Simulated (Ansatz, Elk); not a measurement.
# Bonding as seen by X-rays: ScMn2Ni2Ge

Structure refinements treat a crystal as free atoms side by side. For a made-up structure of ScMn2Ni2Ge (cell and positions from a PBEsol relaxation) the runs below show what the calculated density changes in F(hkl).

Calculated with Elk 11.2.3 (patched build); DFT, PBE, all-electron APW+lo, Dirac cores, scalar-relativistic bands, static density, ferromagnetic start.

The structure was built from a prototype and need not be the compound's stable phase.

## (1) The structure

It takes space group Cmmm (No. 65, orthorhombic). The conventional cell has a = 4.865 Å, b = 8.373 Å, c = 4.008 Å, α = 90.00°, β = 90.00°, γ = 90.00°. Ge has 4 Ni at 2.42 Å and 4 Mn at 2.46 Å nearest. Ni has 2 Ge at 2.42 Å and 2 Ni at 2.43 Å and 4 Mn at 2.44 Å nearest. Nearest to Mn lie 4 Ni at 2.44 Å and 2 Ge at 2.46 Å and 3 Sc at 2.76 to 2.82 Å and 3 Mn at 2.77 to 2.86 Å. Nearest to Sc lie 6 Mn at 2.76 to 2.82 Å. Farther neighbours are not listed.

Coordinates:

```cif
data_structure
_symmetry_space_group_name_H-M 'Cmmm'
_symmetry_Int_Tables_number 65
_cell_length_a 4.8649
_cell_length_b 8.3730
_cell_length_c 4.0081
_cell_angle_alpha 90.000
_cell_angle_beta 90.000
_cell_angle_gamma 90.000
_cell_volume 163.26
loop_
_atom_site_label
_atom_site_type_symbol
_atom_site_symmetry_multiplicity
_atom_site_Wyckoff_symbol
_atom_site_fract_x
_atom_site_fract_y
_atom_site_fract_z
_atom_site_occupancy
Ge1 Ge 2 c 0.50000 0.00000 0.50000 1
Ni1 Ni 4 f 0.25000 0.25000 0.50000 1
Mn1 Mn 4 i 0.50000 0.82936 0.00000 1
Sc1 Sc 2 a 0.00000 0.00000 0.00000 1
```

## (2) Ground state and structure factors

An all-electron density is needed, since X-rays see the cores too. Task 0 finds the density and task 195 Fourier-transforms it; tshift is off so that phases refer to the origin typed.

Contents of elk.in:

```
tasks
  0
  195
  196

xctype
  20

spinpol
  .true.

rgkmax
  7.0

gmaxvr
  14.0

lmaxo
  7

lmaxapw
  8

swidth
  0.002

tshift
  .false.

ramdisk
  .false.

hmaxvr
  5.5

maxscl
  120

epspot
  1e-06

reducebf
  0.8

sppath
  './'

avec
  4.59667765122 -7.91134343595 0.00000000000
  4.59667765122 7.91134343595 0.00000000000
  0.00000000000 0.00000000000 7.57417016522

atoms
  4
  'Ge.in'
  1
  0.5000000000 0.5000000000 0.5000000000   0.000000 0.000000 0.000000
  'Ni.in'
  2
  -0.0000000000 0.5000000000 0.5000000000   0.000000 0.000000 -0.020000
  0.5000000000 -0.0000000000 0.5000000000   0.000000 0.000000 -0.020000
  'Mn.in'
  2
  0.6706351302 0.3293648698 0.0000000000   0.000000 0.000000 -0.125000
  0.3293648698 0.6706351302 0.0000000000   0.000000 0.000000 -0.125000
  'Sc.in'
  1
  -0.0000000000 -0.0000000000 0.0000000000   0.000000 0.000000 0.000000

ngridk
  5 5 5
```

Launch:

```console
OMP_NUM_THREADS=4 elk
```

Numbers of over 12 decimals in the logs are rounded to 6 here.

What it wrote:

```text
┌─────────────────────────┐
│ Elk code version 11.2.3 │
└─────────────────────────┘

All units are atomic (Hartree, Bohr, etc.)

┌─────────────────────────────────────────────────┐
│ Ground-state run starting from atomic densities │
└─────────────────────────────────────────────────┘

Lattice vectors :
   4.596677651      -7.911343436       0.000000000
   4.596677651       7.911343436       0.000000000
   0.000000000       0.000000000       7.574170165

Reciprocal lattice vectors :
  0.6834485452     -0.3970997693       0.000000000
  0.6834485452      0.3970997693      -0.000000000
  -0.000000000       0.000000000      0.8295542839

Unit cell volume      :    550.8829624
Brillouin zone volume :   0.4502775188

Muffin-tin inner radius fraction :   0.1000000000E-01

Nuclei treated as point charges

Species : 1 (Ge)
 parameters loaded from : Ge.in
 name : germanium
 nuclear charge    :   -32.00000000
 electronic charge :    32.00000000
 atomic mass :    132414.6196
 muffin-tin radius :    2.259547794
 number of radial points in muffin-tin :    993
 inner part over the whole radius :   0.9925409226E-02
 number on inner part of muffin-tin    :    701
 approximate nuclear radius :   0.7637961215E-04
 number of mesh points to nuclear radius :    341
 atomic positions (lattice), magnetic fields (Cartesian) :
  1 :   0.50000000  0.50000000  0.50000000    0.00000000  0.00000000  0.00000000

Species : 2 (Ni)
 parameters loaded from : Ni.in
 name : nickel
 nuclear charge    :   -28.00000000
 electronic charge :    28.00000000
 atomic mass :    106991.5231
 muffin-tin radius :    2.210061888
 number of radial points in muffin-tin :    993
 inner part over the whole radius :   0.9873503733E-02
 number on inner part of muffin-tin    :    699
 approximate nuclear radius :   0.7325707712E-04
 number of mesh points to nuclear radius :    336
 atomic positions (lattice), magnetic fields (Cartesian) :
  1 :   0.00000000  0.50000000  0.50000000    0.00000000  0.00000000 -0.02000000
  2 :   0.50000000  0.00000000  0.50000000    0.00000000  0.00000000 -0.02000000

Species : 3 (Mn)
 parameters loaded from : Mn.in
 name : manganese
 nuclear charge    :   -25.00000000
 electronic charge :    25.00000000
 atomic mass :    100145.9370
 muffin-tin radius :    2.341420610
 number of radial points in muffin-tin :    993
 inner part over the whole radius :   0.9870368111E-02
 number on inner part of muffin-tin    :    699
 approximate nuclear radius :   0.7074591925E-04
 number of mesh points to nuclear radius :    330
 atomic positions (lattice), magnetic fields (Cartesian) :
  1 :  -0.32936487  0.32936487  0.00000000    0.00000000  0.00000000 -0.12500000
  2 :   0.32936487 -0.32936487  0.00000000    0.00000000  0.00000000 -0.12500000

Species : 4 (Sc)
 parameters loaded from : Sc.in
 name : scandium
 nuclear charge    :   -21.00000000
 electronic charge :    21.00000000
 atomic mass :    81949.61073
 muffin-tin radius :    2.400000000
 number of radial points in muffin-tin :    993
 inner part over the whole radius :   0.9898716403E-02
 number on inner part of muffin-tin    :    698
 approximate nuclear radius :   0.6711386133E-04
 number of mesh points to nuclear radius :    323
 atomic positions (lattice), magnetic fields (Cartesian) :
  1 :   0.00000000  0.00000000  0.00000000    0.00000000  0.00000000  0.00000000

Total number of atoms per unit cell :    6
Total muffin-tin volume :    304.1995474
 ratio of muffin-tin to unit cell volume :   0.5522035862

Spin treatment :
 spin-polarised
 global magnetic field (Cartesian) :    0.000000000       0.000000000       0.000000000
 collinear magnetisation in z-direction

Number of Bravais lattice symmetries :    8
Number of crystal symmetries         :    8
Crystal has inversion symmetry
Real symmetric eigensolver will be used

k-point grid :      5     5     5
k-point offset :    0.000000000       0.000000000       0.000000000
k-point set is reduced with full crystal symmetry group
Total number of k-points :       27
[...]
└──────────────────┘

Energies :
 Fermi                       :     0.311891
 sum of occupied eigenvalues :     -4740.9873326525
 electron kinetic            :      8351.1929813394
 core electron kinetic       :      7582.4068319542
 Coulomb                     :     -16222.631208856
 Coulomb potential           :     -12636.527287171
 nuclear-nuclear             :     -1305.1004659040
 electron-nuclear            :     -17244.636607006
 Hartree                     :      2327.1058640542
 Madelung                    :     -9904.3675652709
 xc potential                :     -455.39635524990
 xc effective B-field        :    -0.256660
 external B-field            :      0.000000
 exchange                    :     -343.42887438405
 correlation                 :     -7.452053
 electron entropic           :    -0.17764040904865E-02
 total energy                :     -8222.3209310715
 (external B-field energy excluded from total)

Density of states at Fermi energy :    135.2201972
 (states/Hartree/unit cell)

Estimated indirect band gap :   0.2949025956E-03
 from k-point 19 to k-point 3
Estimated direct band gap   :   0.3241851764E-02
 at k-point 7

Charges :
 core                        :    72.00000000
 valence                     :    87.00000000
 interstitial                :    7.610122358
 muffin-tins (core leakage)
  species : 1 (Ge)
[...]
species : 2 (Ni)
[...]
species : 3 (Mn)
[...]
species : 4 (Sc)
[...]
total in muffin-tins        :    151.3898776
 total calculated charge     :    158.9975638
 total charge                :    159.0000000
 error                       :   0.2436159476E-02

Moments :
 interstitial                :  -0.4210408857E-01
 muffin-tins
  species : 1 (Ge)
[...]
species : 2 (Ni)
[...]
species : 3 (Mn)
[...]
species : 4 (Sc)
[...]
total in muffin-tins        :    5.671760356
 total moment                :    5.629656267

RMS change in Kohn-Sham potential (target) :   0.7418823673E-06 (  0.1000000000E-05)
Absolute change in total energy (target)   :   0.2997559932E-04 (  0.1000000000E-03)

Convergence targets achieved

┌──────────────────┐
│ Loop number : 25 │
└──────────────────┘

Energies :
 Fermi                       :     0.311891
 sum of occupied eigenvalues :     -4740.9873524390
 electron kinetic            :      8351.1929551027
 core electron kinetic       :      7582.4068301865
 Coulomb                     :     -16222.631194017
 Coulomb potential           :     -12636.527306641
 nuclear-nuclear             :     -1305.1004659040
 electron-nuclear            :     -17244.636558734
 Hartree                     :      2327.1058306212
 Madelung                    :     -9904.3675406966
 xc potential                :     -455.39634120373
 xc effective B-field        :    -0.256650
 external B-field            :      0.000000
 exchange                    :     -343.42886729896
 correlation                 :     -7.452053
 electron entropic           :    -0.17763651833408E-02
 total energy                :     -8222.3209359504
 (external B-field energy excluded from total)

Density of states at Fermi energy :    135.2151838
 (states/Hartree/unit cell)

Estimated indirect band gap :   0.2926124199E-03
 from k-point 19 to k-point 3
Estimated direct band gap   :   0.3243106254E-02
 at k-point 7

Charges :
 core                        :    72.00000000
 valence                     :    87.00000000
 interstitial                :    7.610122410
 muffin-tins (core leakage)
  species : 1 (Ge)
[...]
species : 2 (Ni)
[...]
species : 3 (Mn)
   atom 1                    :    23.93048867     ( -0.2232538403E-06)
   atom 2                    :    23.93048867     ( -0.2232538403E-06)
  species : 4 (Sc)
   atom 1                    :    19.12631228     ( -0.2163363426E-06)
 total in muffin-tins        :    151.3898776
 total calculated charge     :    158.9975638
 total charge                :    159.0000000
 error                       :   0.2436158584E-02

Moments :
 interstitial                :  -0.4212171340E-01
 muffin-tins
  species : 1 (Ge)
[...]
species : 2 (Ni)
[...]
species : 3 (Mn)
   atom 1                    :    2.546400972
   atom 2                    :    2.546400972
  species : 4 (Sc)
   atom 1                    :  -0.8188560447E-01
 total in muffin-tins        :    5.671695979
 total moment                :    5.629574265

┌──────────────────────────────┐
│ Self-consistent loop stopped │
└──────────────────────────────┘

Warning : core states of species 1 leak from the muffin-tin :   0.7573176221E-03

Warning : core states of species 2 leak from the muffin-tin :   0.7637981350E-03

Wrote STATE.OUT
```

Elapsed: 9.1 min, on 4 threads of Arm Neoverse V1, shared host; peak memory 0.53 GiB; 34 min of CPU time.

SFACRHO.OUT:

```text

h k l indices transformed by vhmat matrix:
   1.000000000       0.000000000       0.000000000    
   0.000000000       1.000000000       0.000000000    
   0.000000000       0.000000000       1.000000000    

      h      k      l  multipl.   |H|            Re(F)            Im(F)           |F|

      0      0      0      1   0.0000000       159.00000      0.13020411E-16   159.00000    
      0     -1      0      4  0.79043668      -32.321941      0.15257144E-13   32.321941    
      1     -1      0      2  0.79419954      -28.211694      0.30180557E-16   28.211694    
      0      0     -1      2  0.82955428      -17.386322      0.56363220E-13   17.386322    
      0      1     -1      8   1.1458405       23.396780      0.18888111E-14   23.396780    
      1     -1      1      4   1.1484395       14.104015      0.19790814E-14   14.104015    
     -1     -1      0      2   1.3668971       33.742621     -0.20018067E-14   33.742621    
     -1      2      0      4   1.3734249       26.781643      0.12910788E-13   26.781643    
      0      2      0      4   1.5808734       60.469652      0.30627829E-13   60.469652    
     -2      2      0      2   1.5883991       64.831024     -0.28622631E-16   64.831024    
      1      1      1      4   1.5989271       66.160412     -0.71276011E-14   66.160412    
      1     -2      1      8   1.6045112       72.783572      0.18184443E-13   72.783572    
      0      0     -2      2   1.6591086       112.45272     -0.97656757E-13   112.45272    
      0      2     -1      8   1.7853069      -67.156197      0.19113641E-13   67.156197    
     -2      2      1      4   1.7919743      -62.594044     -0.47781390E-13   62.594044    
      0     -1      2      8   1.8377789      -25.409292     -0.18927409E-14   25.409292    
      1     -1      2      4   1.8394005      -20.677586     -0.76227367E-14   20.677586    
      1      2      0      4   2.0884457      -24.158618     -0.17168580E-13   24.158618
```

Elk indexes on the primitive cell of elk.in and gives |H| = 4π sin θ/λ in inverse bohr. Below, one row stands for each form hkl of the conventional cell (m members, Friedel mates merged), F is for one primitive cell and the density is static (no thermal factor). Free-atom factors are Waasmaier and Kirfel's, and R is Σm||F|−|F'||/Σm|F|.

```
hkl  m  sin θ/λ (Å⁻¹)  abs F, DFT  neutral atoms   diff.
110  4          0.119      32.322         32.047  +0.275
020  2          0.119      28.212         27.538  +0.673
001  2          0.125      17.386         17.489  -0.102
111  8          0.172      23.397         23.460  -0.063
021  4          0.173      14.104         13.966  +0.138
200  2          0.206      33.743         34.083  -0.340
130  4          0.206      26.782         27.114  -0.332
220  4          0.238      60.470         60.659  -0.190
040  2          0.239      64.831         65.205  -0.374
201  4          0.240      66.160         66.675  -0.514
131  8          0.241      72.784         73.268  -0.484
002  2          0.249     112.453        113.164  -0.711
221  8          0.269      67.156         67.683  -0.527
041  4          0.270      62.594         63.177  -0.583
112  8          0.276      25.409         25.706  -0.297
022  4          0.277      20.678         20.964  -0.287
310  4          0.314      24.159         24.330  -0.172
240  4          0.315      15.115         15.306  -0.190
150  4          0.316      27.889         28.118  -0.229
202  4          0.323      27.618         27.616  +0.002
132  8          0.324      20.613         20.559  +0.054
311  8          0.338      18.396         18.408  -0.012
```

## (3) The magnetisation density

The same run holds the spin density, and task 196 transforms it. The order is that of the start, and no other was tried.

SFACMAG_1.OUT:

```text

h k l indices transformed by vhmat matrix:
   1.000000000       0.000000000       0.000000000    
   0.000000000       1.000000000       0.000000000    
   0.000000000       0.000000000       1.000000000    

      h      k      l  multipl.   |H|            Re(F)            Im(F)           |F|

      0      0      0      1   0.0000000       5.6295745     -0.33233259E-17   5.6295745    
      0     -1      0      4  0.79043668      -2.1822491     -0.10122054E-16   2.1822491    
      1     -1      0      2  0.79419954      -3.2134354     -0.25178510E-17   3.2134354    
      0      0     -1      2  0.82955428       3.8248086      0.53913693E-15   3.8248086    
      0      1     -1      8   1.1458405      -1.8581362      0.24888173E-15   1.8581362    
      1     -1      1      4   1.1484395      -1.4513617      0.23456018E-15   1.4513617    
     -1     -1      0      2   1.3668971       2.7444680      0.21135275E-15   2.7444680    
     -1      2      0      4   1.3734249       3.2969126      0.30288192E-15   3.2969126    
      0      2      0      4   1.5808734      -1.1039389      0.24260178E-15   1.1039389    
     -2      2      0      2   1.5883991     -0.71960061      0.23709772E-17  0.71960061    
      1      1      1      4   1.5989271       3.4707967      0.40300291E-15   3.4707967    
      1     -2      1      8   1.6045112       2.7653838      0.17278028E-15   2.7653838    
      0      0     -2      2   1.6591086       3.4803590     -0.88224078E-15   3.4803590    
      0      2     -1      8   1.7853069      -1.9618969      0.24606556E-15   1.9618969    
     -2      2      1      4   1.7919743      -1.6514452     -0.47528783E-15   1.6514452    
      0     -1      2      8   1.8377789      -1.1633491      0.23077823E-15   1.1633491
```

The total moment is 5.63 μB a cell; sphere moments: Ge1 -0.06, Ni2 +0.36, Ni3 +0.36, Mn4 +2.55, Mn5 +2.55, Sc6 -0.08 μB. Polarised neutrons measure spin and orbital magnetisation together; without spin-orbit coupling the run gives the spin part:

| hkl | sin θ/λ (Å⁻¹) | abs F_M (μB) |
| --- | --- | --- |
| 110 | 0.119 | 2.182 |
| 020 | 0.119 | 3.213 |
| 001 | 0.125 | 3.825 |
| 111 | 0.172 | 1.858 |
| 021 | 0.173 | 1.451 |
| 200 | 0.206 | 2.744 |
| 130 | 0.206 | 3.297 |
| 220 | 0.238 | 1.104 |
| 040 | 0.239 | 0.720 |
| 201 | 0.240 | 3.471 |
| 131 | 0.241 | 2.765 |
| 002 | 0.249 | 3.480 |
| 221 | 0.269 | 1.962 |
| 041 | 0.270 | 1.651 |

## (4) The highest occupied states alone

An energy window below the Fermi level keeps the highest occupied states, to see at which angles they scatter; shallow core shells can lie inside it and anion s states outside. No new self-consistency is needed.

Changes to elk.in since step 2:

```diff
@@ -1,5 +1,3 @@
 tasks
-  0
   195
-  196
 
@@ -44,2 +42,5 @@
 
+wsfac
+  -0.129100 0.611890
+
 sppath
```

Launch:

```console
OMP_NUM_THREADS=4 elk
```

What it wrote:

```text
┌─────────────────────────────────┐
│ Elk code version 11.2.3 started │
└─────────────────────────────────┘

Info(readinput): the functional depends on the density's gradient
 muffin-tin radial points multiplied by    2.00000
 (not where nrmtscf is given)

┌────────────────────┐
│ Current task : 195 │
└────────────────────┘
Info(checkmt): changed muffin-tin radius of species 1 (Ge) from   2.4000 to   2.2595
Info(checkmt): changed muffin-tin radius of species 2 (Ni) from   2.4000 to   2.2101
Info(checkmt): changed muffin-tin radius of species 3 (Mn) from   2.4000 to   2.3414

Info(sfacrho): density structure factors written to SFACRHO.OUT

 Energy window :  -0.1291000000      0.6118900000

┌──────────────────┐
│ Elk code stopped │
└──────────────────┘
```

It took 17 s on 4 threads; peak memory 0.26 GiB; 29 s of CPU time.

States within 12 eV below the Fermi level hold 41.00 electrons; any levels below the window count with the cores. Their amplitudes can exceed the total, where window and core parts have opposite phase:

```csv
hkl,sin θ/λ (Å⁻¹),"abs F, window","abs F, all"
110,0.119,5.702,32.322
020,0.119,18.356,28.212
001,0.125,6.766,17.386
111,0.172,2.149,23.397
021,0.173,8.583,14.104
200,0.206,4.758,33.743
130,0.206,5.589,26.782
220,0.238,7.551,60.470
040,0.239,8.051,64.831
201,0.240,14.665,66.160
```

(Part 1 of 2 ends here.)

[Logs are printed without paths, hosts, clocks, repeated set-up lines and the standing remarks that a program may print on its own settings, such as how far it seeks lower states.]

[Hosts, paths, dates, database ids (printed as entryN), source tags and the programs' standing remarks are cut or masked in the printed files.]
